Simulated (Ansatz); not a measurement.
# Be2Al3: relaxing a made-up structure, part 2 of 2

This structure for Be2Al3 is made up. Its elements were placed in a known structure type with a cell scaled to their sizes. What cell does the guess relax to, and how far off was it?

Ansatz 0.2.0; DFT, PBEsol, plane-wave PAW, files of the set soft_1, scalar-relativistic, no spin, cell and ions relaxed at zero pressure; PAW set soft_1 (the session's first sound run).

So far: The starting structure; Relaxation of the guess. The relaxed cell has a = 3.975, c = 5.140 Å (conventional setting).

## Step 3: Electronic structure of the relaxed cell

A second self-consistent run takes a narrower smearing and the mesh shown in its input; the bands follow along the standard path of the relaxed lattice.

This step: DFT, PBEsol, plane-wave PAW, files of the set soft_1, scalar-relativistic, no spin, bands and density of states at the relaxed cell; PAW set soft_1 (Ansatz 0.2.0).

Input file input.yaml:

```yaml
crystal:
  lattice:
    - [3.9754094482, 0.0, 0.0]
    - [-1.9877047241, 3.4428055726, 0.0]
    - [0.0, 0.0, 5.140349798]
  atoms:
    - { symbol: Al, position: [0.6666666667, 0.3333333333, 0.6517595484] }
    - { symbol: Al, position: [0.3333333333, 0.6666666667, 0.3482404516] }
    - { symbol: Al, position: [0.0, 0.0, 0.0] }
    - { symbol: Be, position: [0.6666666667, 0.3333333333, 0.1693426656] }
    - { symbol: Be, position: [0.3333333333, 0.6666666667, 0.8306573344] }
kpoints:
  mp_grid: { grid: [10, 10, 6] }
  band_path:
    path:
      - [[0.0, 0.0, 0.0], [0.5, 0.0, 0.0], [0.33333333, 0.33333333, 0.0], [0.0, 0.0, 0.0], [0.0, 0.0, 0.5], [0.5, 0.0, 0.5], [0.33333333, 0.33333333, 0.5], [0.0, 0.0, 0.5]]
      - [[0.5, 0.0, 0.5], [0.5, 0.0, 0.0]]
      - [[0.33333333, 0.33333333, 0.0], [0.33333333, 0.33333333, 0.5]]
    npoints: 8
scf:
  occupations: { method: fermi_dirac, width: 0.03 }
  n_extra_bands: 9
hamiltonian:
  xc: pbesol
  pseudopotentials: { kind: paw, azcp: { folder: soft_1 }, xc_functional: pbe }
output:
  forces: true
  stress: true
  write_bands: true
  dos: { projected: true }
  write_density: true
  write_potential: true
  elf: true
  volumetric_format: npy
```

Launch:

```
ansatz run input.yaml --threads 4 --pin off --max-ram 8192MiB --backend cpu --events-out ev --progress --plain --runs-dir out
```

Numbers of over 12 decimals in the logs are rounded to 6 here.

Log:

```text
[...]
Crystal: 5 atoms, lattice volume = 70.354 Å³
Basis set: ecut = 420 eV, 1409 PW (Γ), exchange–correlation on 54×54×72 points (8 copies of the dense FFT grid, shifted against one another)
Bands: 16, of which v1, the nominal top of the filled ones, is band 7 counted from 1 (6 counted from 0)
Symmetry: 12 space group operations
[...]
k-points: 72 of 600
[...]
SCF iter   1: F=—  HF=-1753.528313 eV  |F-HF|=—  |Δ(HF+E_count)|=         —  Δρ=2.95e-2  dr2=1.20e0  ethr=3.10e-3  ⟨swp⟩=6.3  Hψ=7536  notcnv=0
[...]
SCF iter   7: F=-1753.025724 eV  HF=-1753.025724 eV  |F-HF|=1.18e-9  |Δ(HF+E_count)|=   9.61e-8  Δρ=1.88e-6  dr2=2.83e-9  ethr=7.69e-10  ⟨swp⟩=12.8  Hψ=7592  notcnv=0
SCF 1 converged in 7 iterations: F = -1753.025724 eV  dr2 = 2.83e-9
[...]
NSCF: frozen V_eff on 75 k-points
SCF converged after 7 iterations
Free energy (F): -1753.025724 eV
[...]
Internal energy: -1753.020712 eV  (E = F + TS)
E sigma→0 (E₀):  -1753.023218 eV
Entropy (-TS):   -0.005012 eV (-1.002 meV/atom)
Fermi energy:    7.213255 eV
[...]
--- Forces (eV/Å), atoms counted from 1 ---
  atom   1  Al     0.00000000     0.00000000    -0.02770728
  atom   2  Al     0.00000000    -0.00000000     0.02770728
  atom   3  Al     0.00000000    -0.00000000     0.00000000
  atom   4  Be    -0.00000000     0.00000000     0.01245400
  atom   5  Be    -0.00000000    -0.00000000    -0.01245400
  max |Σ_I F_I| component: 9.25e-18 eV/Å
--- Stress (GPa, compression-positive) ---
       -0.278988      -0.000000      -0.000000
       -0.000000      -0.278988       0.000000
       -0.000000       0.000000       1.076876
  P = ⅓ Tr σ = 0.1730 GPa (1.730 kbar)
--- Band table (eV; the first three rows and the last of 72) ---
  k-point 0: bands = [... 3 lower, 6.1829, 6.1829, 7.3299, 7.3299, 9.4625, 10.6870, 10.9912, 10.9912, ... 5 higher]
  k-point 1: bands = [... 3 lower, 6.3108, 6.3108, 7.4057, 7.4057, 9.4308, 9.9873, 9.9873, 10.6719, ... 5 higher]
  k-point 2: bands = [... 3 lower, 6.6720, 6.6720, 7.5414, 7.5414, 8.9138, 8.9138, 8.9915, 10.5449, ... 5 higher]
  k-point 71: bands = [... 3 lower, 1.6239, 2.0152, 3.1723, 10.0522, 10.4695, 11.0623, 11.6098, 11.8638, ... 5 higher]
```

Elapsed: 1.9 s, on 4 threads of Arm Neoverse V1, shared host; peak memory 0.37 GiB; 6.8 s of CPU time.

Numbers from this step:

| Item | Value |
| --- | --- |
| free energy | -1753.0257 eV |
| energy at zero smearing | -1753.0232 eV |
| smearing term TS | 0.005012 eV |
| Fermi energy | 7.213 eV |
| pressure | 0.1730 GPa |

bands.tsv at the labelled points (eV, zero at the Fermi level; the bands that come nearest the Fermi level along the path):

```tsv
point	band 3	band 4	band 5	band 6	band 7	band 8	band 9	band 10
Γ	-5.53	-1.03	-1.03	0.12	0.12	2.25	3.47	3.78
M	-3.74	-3.33	-3.25	-2.41	-2.10	-0.52	1.40	2.82
K	-6.84	-3.06	-3.06	-1.85	-1.14	-1.14	-0.01	4.37
Γ	-5.53	-1.03	-1.03	0.12	0.12	2.25	3.47	3.78
A	-0.18	-0.18	-0.11	0.26	0.26	0.46	1.28	1.28
L	-6.59	-5.72	-2.64	-1.16	-0.23	0.10	3.21	3.41
H	-6.26	-5.53	-5.53	-4.22	3.18	3.18	4.36	4.36
A	-0.18	-0.18	-0.11	0.26	0.26	0.46	1.28	1.28
L	-6.59	-5.72	-2.64	-1.16	-0.23	0.10	3.21	3.41
M	-3.74	-3.33	-3.25	-2.41	-2.10	-0.52	1.40	2.82
K	-6.84	-3.06	-3.06	-1.85	-1.14	-1.14	-0.01	4.37
H	-6.26	-5.53	-5.53	-4.22	3.18	3.18	4.36	4.36
```

Counts of states for the cell as run, both spins, by energy window (eV from the Fermi level):

| from | to | total |
| --- | --- | --- |
| -8 | -7 | 1.11 |
| -7 | -6 | 1.10 |
| -6 | -5 | 1.21 |
| -5 | -4 | 1.54 |
| -4 | -3 | 2.02 |
| -3 | -2 | 1.26 |
| -2 | -1 | 1.40 |
| -1 | 0 | 1.46 |
| 0 | 1 | 2.42 |
| 1 | 2 | 1.69 |
| 2 | 3 | 1.86 |
| 3 | 4 | 1.88 |
| 4 | 5 | 2.45 |

A further 1.8 states lie below the table's range.

Valence density in the ac plane at fractional y = 0.333, with atoms of Al and Be within 0.2 Å of it. It is the smooth field of the valence electrons, not physical close to the nuclei.

Values in e/Å³, 18 rows by 14 columns, each cell a mean:
```
0.22 0.23 0.24 0.23 0.22 0.20 0.19 0.18 0.18 0.18 0.18 0.18 0.19 0.20
0.22 0.23 0.24 0.24 0.22 0.21 0.20 0.19 0.19 0.19 0.19 0.19 0.19 0.20
0.22 0.22 0.23 0.23 0.22 0.21 0.21 0.21 0.20 0.20 0.20 0.21 0.21 0.21
0.21 0.20 0.20 0.20 0.21 0.22 0.22 0.21 0.18 0.16 0.17 0.20 0.22 0.22
0.19 0.18 0.17 0.18 0.19 0.21 0.22 0.18 0.13 0.09 0.11 0.16 0.22 0.22
0.18 0.15 0.15 0.15 0.17 0.20 0.21 0.15 0.09 0.06 0.07 0.12 0.20 0.21
0.16 0.14 0.13 0.13 0.15 0.18 0.20 0.15 0.09 0.06 0.07 0.12 0.19 0.19
0.15 0.13 0.12 0.12 0.14 0.17 0.20 0.18 0.14 0.11 0.13 0.17 0.20 0.18
0.14 0.13 0.12 0.12 0.14 0.16 0.19 0.21 0.21 0.20 0.20 0.21 0.20 0.18
0.15 0.14 0.13 0.13 0.14 0.16 0.19 0.22 0.24 0.25 0.25 0.23 0.20 0.17
0.16 0.15 0.14 0.14 0.15 0.17 0.19 0.22 0.24 0.25 0.24 0.22 0.20 0.18
0.17 0.16 0.16 0.16 0.17 0.18 0.20 0.23 0.24 0.25 0.25 0.23 0.21 0.19
0.19 0.18 0.18 0.18 0.19 0.20 0.22 0.24 0.24 0.24 0.24 0.24 0.23 0.21
0.20 0.20 0.19 0.19 0.20 0.22 0.23 0.24 0.20 0.16 0.18 0.23 0.24 0.22
0.21 0.21 0.20 0.20 0.21 0.22 0.24 0.23 0.17 0.09 0.13 0.21 0.24 0.23
0.21 0.21 0.21 0.21 0.21 0.22 0.23 0.23 0.18 0.12 0.15 0.21 0.23 0.23
0.21 0.22 0.22 0.22 0.21 0.21 0.21 0.21 0.20 0.18 0.19 0.21 0.22 0.21
0.21 0.22 0.23 0.22 0.22 0.21 0.20 0.20 0.20 0.19 0.19 0.20 0.20 0.20
```
Columns run along a (4.0 Å), rows up along c (5.1 Å). Atoms in or near the plane, at fractional coordinates: Al at (0.67, 0.65), Be at (0.67, 0.17).

ELF in the ac plane at fractional y = 0.333, with atoms of Al and Be within 0.2 Å of it. It is the smooth field of the valence electrons, not physical close to the nuclei.

Ten even steps from '0' (0.00) to '9' (0.72), each cell a mean:
```
88998776655667
89998876666677
89999887656788
88888997433689
87778985101389
76667883052168
76556873142168
65556785211478
65456788766888
65556789999987
76556789999988
77667888888888
87778887534688
88888985100379
88888883000278
88888884000278
88888875312478
88888776544677
```
Columns run along a (4.0 Å), rows up along c (5.1 Å). Atoms in or near the plane, at fractional coordinates: Al at (0.67, 0.65), Be at (0.67, 0.17).

Electrostatic potential energy in the ac plane at fractional y = 0.333, with atoms of Al and Be within 0.2 Å of it. With pseudopotentials it is smooth inside the atoms' cores, unlike the true potential.

Values in eV, 18 rows by 14 columns, each cell a mean:
```
  6   4   3   4   5   7   8   7   6   5   6   7   8   7
  6   5   4   4   6   7   8   7   6   5   5   6   7   7
  7   6   5   6   6   7   6   3   0  -2  -1   2   5   7
  7   7   7   7   7   6   3  -4  -9  -9  -9  -6   1   5
  7   8   8   8   8   5  -1  -9  -4   2  -1  -8  -5   3
  7   9   9   9   8   4  -4  -8   5   9   8  -4  -8   1
  7   9   9   9   8   4  -4  -8   4   9   7  -4  -7   2
  8   9   9   9   8   6   0  -9  -6  -1  -3  -9  -4   4
  8   8   8   8   8   7   4  -3  -8  -9  -9  -5   2   6
  7   7   6   6   7   7   7   5   2   0   1   4   6   7
  7   5   5   5   6   7   8   7   5   5   5   6   7   8
  6   5   4   4   6   7   7   6   3   2   2   5   7   7
  7   5   5   5   6   7   6   1  -6 -12  -9  -1   5   7
  7   6   6   6   7   7   4  -7 -19 -22 -21 -12   2   6
  7   7   6   6   7   6   3 -12 -22 -23 -23 -17  -1   5
  7   6   6   6   7   6   4  -9 -21 -23 -22 -14   1   5
  6   5   4   5   6   7   5   0  -9 -16 -13  -3   4   6
  6   4   3   4   5   7   7   5   2  -1   0   3   6   7
```
Columns run along a (4.0 Å; values clipped at the 3rd and 97th percentile), rows up along c (5.1 Å). Atoms in or near the plane, at fractional coordinates: Al at (0.67, 0.65), Be at (0.67, 0.17).

## Step 4: What came out

* space group, relaxed: P-3m1
* conventional cell: a = 3.975, b = 3.975, c = 5.140 Å; α = 90.0°, β = 90.0°, γ = 120.0°
* volume per atom: 14.07 Å³ (guess 13.17)

What this shows: Be2Al3 relaxes to P-3m1 with a = 3.975, b = 3.975 and c = 5.140 Å. The guessed volume was 6 % too small. The space group P-3m1 was held in the relaxation, so the end point is a stationary structure within it and may be a saddle against distortions or other arrangements. Bands cross the Fermi level, so it is a metal or semimetal at this level. The electron count is odd, which forces that without spin polarisation or a larger cell. On the 10×10×6 mesh with the narrower smearing (relaxed on 8×8×6) the largest force component is 0.028 eV/Å and the largest stress component is 1.077 GPa, against the relaxation's thresholds of 0.015 eV/Å and 0.05 GPa. The cutoff wasn't tested. No dispersion term is used, so weakly bound directions may come out too long. Nothing here tests whether the compound is stable against decomposition.

[Logs are printed without paths, hosts, clocks, repeated set-up lines and the standing remarks that a program may print on its own settings, such as how far it seeks lower states.]

[Hosts, paths, dates, database ids (printed as entryN), source tags and the programs' standing remarks are cut or masked in the printed files.]
